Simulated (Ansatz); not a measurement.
## Sensitivity of the G0W0 gap of BaTiO3 (Pm-3m)

A base run on BaTiO3 (Pm-3m), then changed inputs.

Calculated with Ansatz 0.2.0; G0W0 on LDA, plane waves, PAW.

## Step 1: The structure

Symmetry: Pm-3m, No. 221, cubic system. Conventional cell: a = 4.006 Å, b = 4.006 Å, c = 4.006 Å, α = 90.00°, β = 90.00°, γ = 90.00°. Ba has 12 O at 2.83 Å nearest. Nearest to Ti lie 6 O at 2.00 Å. Nearest to O lie 2 Ti at 2.00 Å and 4 Ba at 2.83 Å. Farther neighbours and most contacts between anions are not listed.

The cell and positions come from the Crystallography Open Database and are kept as given unless a step says otherwise. Spin-orbit coupling is left out unless a step names it. The default PAW set here is soft_2. Its files were made with PBE.

## Step 2: The base run: 4×4×4 mesh, 83 empty bands, screening to 69 eV

Now the one-shot GW correction: screening in the RPA, then the self-energy of the levels asked for.

input.yaml reads:

```yaml
crystal:
  lattice:
    - [4.006, 0.0, 0.0]
    - [0.0, 4.006, 0.0]
    - [0.0, 0.0, 4.006]
  atoms:
    - { symbol: Ba, position: [0.5, 0.5, 0.5] }
    - { symbol: Ti, position: [0.0, 0.0, 0.0] }
    - { symbol: O, position: [0.5, 0.0, 0.0] }
    - { symbol: O, position: [0.0, 0.5, 0.0] }
    - { symbol: O, position: [0.0, 0.0, 0.5] }
kpoints:
  mp_grid: { grid: [4, 4, 4] }
hamiltonian:
  xc: lda
scf:
  occupations: { method: fixed }
gw:
  n_empty_bands: 83
  ecut_chi: 69
  qp_bands: [v2, c2]
  qp_kpoints: band_edges
  screening: { model: contour_deformation }
```

Run with:

```console
$ ansatz run input.yaml --threads 3 --pin off --max-ram 92160MiB --backend cuda --events-out ev --progress --plain --runs-dir out --devices 1 --max-vram 13GiB  # rebuilt from the run's record
```

Numbers of over 12 decimals in the logs are rounded to 6 here.

The program printed:

```text
GPUs: using 1 of 1 available (devices: 1).
Engine: ansatz 0.2.0, x86_64-unknown-linux-gnu
Pseudopotentials: kind: paw
Pseudopotential: Ba, paw, valence charge 10, recommended cutoff 420 eV (normal), Ba.paw.azcp
Pseudopotential: Ti, paw, valence charge 12, recommended cutoff 420 eV (normal), Ti.paw.azcp
Pseudopotential: O, paw, valence charge 6, recommended cutoff 420 eV (normal), O.paw.azcp
Functional definition: SPW92
  exchange = slater_x
  correlation = pw_c
device memory: the entry about to start is reckoned to put 0.6 GiB on a device that reports 26.8 GiB free (of which the cap on the GPU budget leaves the run 13.0 GiB)
GPU FFT provider: cuFFT
GPU libraries: cuBLAS 13.8.2, cuFFT 12.4.0, cuSOLVER 12.3.4
Crystal: 5 atoms, lattice volume = 64.288 Å³
Basis set: ecut = 420 eV, 1237 PW (Γ)
Bands: 25, of which v1, the nominal top of the filled ones, is band 20 counted from 1 (19 counted from 0)
Symmetry: 48 space group operations
Space group: Pm-3m (ITA 221), of the structure as read, at distance tolerance 4.0e-5 Å
k-points: 10 of 64
Non-local potential: Ba, projectors of the file, l = 0: 3, l = 1: 2, l = 2: 2, l = 3: 2
Non-local potential: Ti, projectors of the file, l = 0: 3, l = 1: 2, l = 2: 3, l = 3: 1
Non-local potential: O, projectors of the file, l = 0: 2, l = 1: 2, l = 2: 1
PAW form: soft (Blöchl's): semilocal exchange-correlation on the pseudo side does not see the compensation charge
PAW frozen core: Ba, regenerated for the run's functional, and the local potential with it (the file was generated under x = pbe(κ = 0.804, μ = 0.219515), c = pbe(β = 0.066725))
PAW frozen core: Ti, regenerated for the run's functional, and the local potential with it (the file was generated under x = pbe(κ = 0.804, μ = 0.219515), c = pbe(β = 0.066725))
PAW frozen core: O, regenerated for the run's functional, and the local potential with it (the file was generated under x = pbe(κ = 0.804, μ = 0.219515), c = pbe(β = 0.066725))
PAW one-centre angular grid: Ba, 194 points (default); XC on 64 Gauss nodes
PAW one-centre angular grid: Ti, 590 points (default); XC on 64 Gauss nodes
PAW one-centre angular grid: O, 110 points (default); XC on 64 Gauss nodes
Initial density: superposition of atomic densities (neutral atoms: chi_scale 0, normalization atom), corrected by the library's trained network
Initial wavefunctions: pseudopotential atomic-orbital guess
GPU buffer pool allocated for 19683 grid points (all kernels)
GPU transforms: local potential and band sums: pruned to the plane-wave sphere, on 27×27×27
Functional: x = slater, c = lda
SCF iter   1: F=—  HF=-9904.418014 eV  |F-HF|=—  |Δ(HF+E_count)|=         —  Δρ=1.83e-2  dr2=2.09e-1  ethr=1.77e-3  ⟨swp⟩=4.3  Hψ=1065  notcnv=0  defer=12
[...]
eigenvalues of the whole cell's RPA ε∞ on this k-mesh (on a slab, of 1 + 4πα/V) = 7.3623, 7.3623, 7.3623; static W/v taken at q = 0 is 0.135827
  gw.qp_kpoints: band_edges: 9 of 10 stored k-points solved, in 1 pass; an edge of the gap read off the rows below is read off those points alone
    valence top: of the k-points left out ik 6 came nearest to being solved in a further pass, in band 20 (counted from 1, as in the quasiparticle table): it holds the edge there only if its correction is more favourable than any solved in that band by at least 0.569 eV; those differ by 0.072 eV
    conduction bottom: of the k-points left out ik 6 came nearest to being solved in a further pass, in band 21 (counted from 1, as in the quasiparticle table): it holds the edge there only if its correction is more favourable than any solved in that band by at least 1.403 eV; those differ by 0.058 eV
  `?` marks the rows in doubt; gw_qp.tsv's column doubts and the gw_qp event give each row's grounds
    ik  band        ε_KS         Σx   Σc(E_QP)       V_xc       Z   E_QP_lin       E_QP  E_QP is
     0    19      9.7838   -25.9645     4.7418   -21.4124  0.7239     9.9728     9.9736  root
     0    20      9.7838   -25.9645     4.7418   -21.4124  0.7239     9.9728     9.9736  root
     0    21     11.5904   -12.5945    -6.2955   -20.5915  0.7321    13.4145    13.2920  root ?
     0    22     11.5904   -12.5945    -6.2955   -20.5915  0.7321    13.4145    13.2920  root ?
     1    19      9.4496   -25.6233     4.6841   -21.1177  0.7208     9.6274     9.6281  root
     1    20      9.4496   -25.6233     4.6841   -21.1177  0.7208     9.6274     9.6281  root
     1    21     11.6545   -12.7212    -6.3922   -20.8320  0.7295    13.5031    13.3730  root ?
     1    22     12.5688   -14.1721    -6.2119   -22.0623  0.7096    14.3745    14.2471  root ?
     2    19      9.2093   -25.6876     4.8705   -20.9501  0.7182     9.3419     9.3423  root
     2    20      9.2093   -25.6876     4.8705   -20.9501  0.7182     9.3419     9.3423  root
     2    21     11.7211   -12.8611    -6.4965   -21.0940  0.7267    13.5959    13.4575  root ?
     2    22     13.3598   -14.8066    -6.8155   -23.3079  0.6856    15.2068    15.0456  root ?
     3    19      8.9587   -24.9841     4.4195   -20.7594  0.7180     9.1527     9.1536  root
     3    20      9.4383   -25.3824     4.8544   -20.6648  0.7134     9.5747     9.5751  root
     3    21     12.5232   -13.9769    -6.3210   -21.9891  0.7109    14.3460    14.2143  root ?
     3    22     12.6637   -14.3258    -6.3312   -22.3464  0.7055    14.4872    14.3530  root ?
[...]
8    19      9.3798   -25.1408     4.9902   -20.2550  0.7097     9.4839     9.4842  root
     8    20      9.8643   -25.6911     5.0259   -20.8198  0.7133    10.0184    10.0189  root
     8    21     13.6844   -14.7075    -7.1801   -23.5736  0.6762    15.5377    15.3704  root ?
     8    22     13.6844   -14.7075    -7.1801   -23.5736  0.6762    15.5377    15.3704  root ?
     9    19      9.8885   -25.7560     5.0286   -20.8926  0.7134    10.0531    10.0537  root
     9    20      9.8885   -25.7560     5.0286   -20.8926  0.7134    10.0531    10.0537  root
     9    21     14.0448   -14.7009    -7.6026   -23.9814  0.6610    15.8961    15.7227  root ?
     9    22     14.0448   -14.7009    -7.6026   -23.9814  0.6610    15.8961    15.7227  root ?
[key lines of the parts left out:]
SCF converged after 8 iterations
Free energy (F): -9904.374895 eV
Fermi energy:    9.888463 eV
```

It took 8 s on 1 × NVIDIA H100 80GB HBM3 (shared by 6 runs) with 3 threads of AMD EPYC 7R13 (Zen 3), shared host; peak memory 1 GiB; 10 s of CPU time.

Numbers from this step:

```
bands summed                                 : 103
RPA ε∞ on this mesh (eigenvalues)            : 7.362, 7.362, 7.362
plane waves in the screening matrix          : 81
q-points in the mesh                         : 64
G0W0 gap on the mesh                         : 3.238 eV
k of the valence top                         : -0.5, -0.5, -0.5
k of the conduction bottom                   : 0, 0, 0
starting gap on the mesh                     : 1.702 eV
Z at the valence top                         : 0.7134
Z at the conduction bottom                   : 0.7321
least direct G0W0 gap on the computed points : 3.318 eV
```

The gap on the mesh goes from 1.70 eV to 3.24 eV, a correction of +1.54 eV. The program marks an edge row as in doubt. Between the two edge states, bare exchange in place of the xc potential would open the gap by 12.86 eV, and correlation takes back 11.32 eV.

## Step 3: Variant: norm-conserving files, smooth pair densities

This step: G0W0 on LDA, plane waves, norm-conserving pseudopotentials.

input.yaml: that of step 2 with these lines changed.

```diff
@@ -15,2 +15,3 @@
   xc: lda
+  pseudopotentials: { kind: nc }
 scf:
@@ -18,4 +19,4 @@
 gw:
-  n_empty_bands: 83
-  ecut_chi: 69
+  n_empty_bands: 104
+  ecut_chi: 80
   qp_bands: [v2, c2]
@@ -23 +24,2 @@
   screening: { model: contour_deformation }
+  pair_densities: pseudo
```

The program printed:

```text
GPUs: using 1 of 1 available (devices: 1).
[...]
GPU FFT provider: cuFFT
GPU libraries: cuBLAS 13.8.2, cuFFT 12.4.0, cuSOLVER 12.3.4
Crystal: 5 atoms, lattice volume = 64.288 Å³
Basis set: ecut = 1142.878222 eV, 5575 PW (Γ)
Bands: 25, of which v1, the nominal top of the filled ones, is band 20 counted from 1 (19 counted from 0)
[... 1 set-up line as in the run before ...]
[...]
k-points: 10 of 64
[...]
GPU buffer pool allocated for 91125 grid points (all kernels)
[...]
SCF iter   1: F=—  HF=-3737.001283 eV  |F-HF|=—  |Δ(HF+E_count)|=         —  Δρ=5.18e-2  dr2=1.91e0  ethr=3.10e-3  ⟨swp⟩=5.2  Hψ=1074  notcnv=0  defer=24
[...]
SCF iter   9: F=-3736.321949 eV  HF=-3736.321949 eV  |F-HF|=6.53e-9  |Δ(HF+E_count)|=   4.41e-8  Δρ=3.65e-6  dr2=7.73e-9  ethr=2.50e-10  ⟨swp⟩=13.0  Hψ=1552  notcnv=0
SCF 1 converged in 9 iterations: F = -3736.321949 eV  dr2 = 7.73e-9
[...]
NSCF: frozen V_eff on 10 k-points, pencils in batches of 32, up to order 100
[...]
NSCF: frozen V_eff on 10 k-points
G₀W₀ screening: q 1/10
[... further progress lines ...]
SCF converged after 9 iterations
Free energy (F): -3736.321949 eV
[...]
Internal energy: -3736.321949 eV  (E = F + TS)
E sigma→0 (E₀):  -3736.321949 eV
Fermi energy:    9.935630 eV
[...]
--- Band table (eV; the first three rows and the last of 10) ---
  k-point 0: bands = [... 16 lower, 8.8143, 9.8218, 9.8218, 9.8218, 11.6578, 11.6578, 11.6578, 13.9437, ... 1 higher]
  k-point 1: bands = [... 16 lower, 8.3909, 8.7249, 9.4881, 9.4881, 11.7228, 12.6374, 12.6374, 13.9472, ... 1 higher]
  k-point 2: bands = [... 16 lower, 8.0992, 8.0992, 9.2468, 9.2468, 11.7904, 13.4319, 13.4319, 13.9499, ... 1 higher]
  k-point 9: bands = [... 16 lower, 7.5828, 9.9356, 9.9356, 9.9356, 14.1224, 14.1224, 14.1224, 16.7180, ... 1 higher]
[...]
bands read: the sum over 124 bands ends inside a degenerate multiplet in 2 slots, whose members it reads at an even weight; the widest, k=0: bands 123 to 125 (counted from 1) at 2/3 each
[...]
0    19      9.8218   -24.8773     4.7719   -19.9623  0.7237     9.6782     9.6787  root
     0    20      9.8218   -24.8773     4.7719   -19.9623  0.7237     9.6782     9.6787  root
     0    21     11.6578   -11.4139    -6.0206   -18.8110  0.7339    13.0878    13.0344  root
     0    22     11.6578   -11.4139    -6.0206   -18.8110  0.7339    13.0878    13.0344  root
     1    19      9.4881   -24.6215     4.7231   -19.7552  0.7207     9.3445     9.3449  root
     1    20      9.4881   -24.6215     4.7231   -19.7552  0.7207     9.3445     9.3449  root
     1    21     11.7228   -11.5195    -6.1054   -19.0195  0.7314    13.1740    13.1174  root
     1    22     12.6374   -12.8657    -5.9234   -20.1246  0.7114    14.0312    13.9730  root
[...]
9    19      9.9356   -24.8888     5.0628   -19.6901  0.7131     9.7993     9.7998  root
     9    20      9.9356   -24.8888     5.0628   -19.6901  0.7131     9.7993     9.7998  root
     9    21     14.1224   -13.1280    -7.2164   -21.6646  0.6628    15.5283    15.4426  root
     9    22     14.1224   -13.1280    -7.2164   -21.6646  0.6628    15.5283    15.4426  root
```

Run time: 9.4 s. Hardware: 1 × NVIDIA H100 80GB HBM3 (shared by 6 runs) with 3 threads; peak memory 1.1 GiB; 13 s of CPU time.

The G0W0 gap on the mesh is 3.235 eV.

Against the base:

| setting | base | variant |
| --- | --- | --- |
| files | default PAW | norm-conserving |
| empty bands | 83 | 104 |
| screening cutoff (eV) | 69 | 80 |
| pair densities | - | pseudo |

| quantity | variant | base |
| --- | --- | --- |
| starting gap on the mesh | 1.722 | 1.702 |
| G0W0 gap on the mesh | 3.235 | 3.238 |
| least direct G0W0 gap on the computed points | 3.356 | 3.318 |
| Z at the valence top | 0.713 | 0.713 |
| Z at the conduction bottom | 0.734 | 0.732 |

## Step 4: What came out

```json
{
  "base": "3.24 eV, 8 s",
  "norm-conserving files, smooth pair densities": "3.23 eV, 9.4 s"
}
```

**Reading.** Norm-conserving files, smooth pair densities: the gap moves by −0.004 eV (the plane-wave cutoff goes from 420 to 1142.88 eV). The variant differs from the base in files, empty bands, screening cutoff and pair densities together, so the change can't be laid to one of them. All runs here use a coarse mesh and modest cutoffs; they test settings and are not final values. The 4×4×4 mesh is coarse for this cell (its supercell is 16 Å along the shortest edge). The RPA ε∞ on it, from the LDA start, is 7.36; such meshes misread the long-range screening, most where the gap is narrow. This is the ideal cubic cell; many perovskites, halides above all, are cubic only on average, and local tilts or off-centring can widen the gap. The many-body steps are scalar-relativistic: spin-orbit coupling is not in them. The program marks a band-edge row as in doubt, so the gap is less sure than its digits.

[Paths, hosts, dates, memory and timing lines, banners, echoed tables and standing remarks are left out of the program output.]

[Logs are printed without paths, hosts, clocks, repeated set-up lines and the standing remarks that a program may print on its own settings, such as how far it seeks lower states.]

[Runs of the session that timed out or met a known fault of the program may be left out.]

[Cells called generated may have been cut or substituted from an entry of the Crystallography Open Database or the Materials Project.]

[Hosts, paths, dates, database ids (printed as entryN), source tags and the programs' standing remarks are cut or masked in the printed files.]
